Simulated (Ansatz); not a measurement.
# Direct or indirect: MgS (Fm-3m)

```
CELL_PARAMETERS angstrom
0.00000 2.60165 2.60165
2.60165 0.00000 2.60165
2.60165 2.60165 0.00000
ATOMIC_POSITIONS crystal
S 0.50000 0.50000 0.50000
Mg 0.00000 0.00000 0.00000
```

Method: Ansatz, PBE, independent particles, without spin-orbit coupling, line width 0.15 eV (Gaussian). The band structure gives a fundamental gap of 2.79 eV. The spectrum of vertical transitions near the edge:

```json
{"E (eV)": "2.34", "Im ε, E ∥ xyz": "0.00"}
{"E (eV)": "2.46", "Im ε, E ∥ xyz": "0.00"}
{"E (eV)": "2.58", "Im ε, E ∥ xyz": "0.00"}
{"E (eV)": "2.70", "Im ε, E ∥ xyz": "0.00"}
{"E (eV)": "2.82", "Im ε, E ∥ xyz": "0.00"}
{"E (eV)": "2.94", "Im ε, E ∥ xyz": "0.00"}
{"E (eV)": "3.06", "Im ε, E ∥ xyz": "0.00"}
{"E (eV)": "3.18", "Im ε, E ∥ xyz": "0.00"}
{"E (eV)": "3.30", "Im ε, E ∥ xyz": "0.00"}
{"E (eV)": "3.42", "Im ε, E ∥ xyz": "0.00"}
{"E (eV)": "3.54", "Im ε, E ∥ xyz": "0.01"}
{"E (eV)": "3.66", "Im ε, E ∥ xyz": "0.07"}
{"E (eV)": "3.78", "Im ε, E ∥ xyz": "0.22"}
{"E (eV)": "3.90", "Im ε, E ∥ xyz": "0.40"}
{"E (eV)": "4.02", "Im ε, E ∥ xyz": "0.53"}
{"E (eV)": "4.14", "Im ε, E ∥ xyz": "0.64"}
{"E (eV)": "4.26", "Im ε, E ∥ xyz": "0.75"}
{"E (eV)": "4.38", "Im ε, E ∥ xyz": "0.97"}
{"E (eV)": "4.50", "Im ε, E ∥ xyz": "1.51"}
{"E (eV)": "4.62", "Im ε, E ∥ xyz": "2.26"}
{"E (eV)": "4.74", "Im ε, E ∥ xyz": "2.98"}
{"E (eV)": "4.86", "Im ε, E ∥ xyz": "3.71"}
{"E (eV)": "4.98", "Im ε, E ∥ xyz": "4.66"}
```

(1) Is the gap direct or indirect, and about where do vertical transitions set in?

Results:

(1) Indirect, by the band path, whose least direct gap is 3.72 eV. The curves fit this: they stay near zero above 2.79 eV and rise only from about 3.7 eV, though a forbidden direct transition would look alike. Lines are broadened by 0.15 eV, which spreads the edge, and phonons, which would give weak absorption from the fundamental gap up, are left out.

[Logs are printed without paths, hosts, clocks, repeated set-up lines and the standing remarks that a program may print on its own settings, such as how far it seeks lower states.]
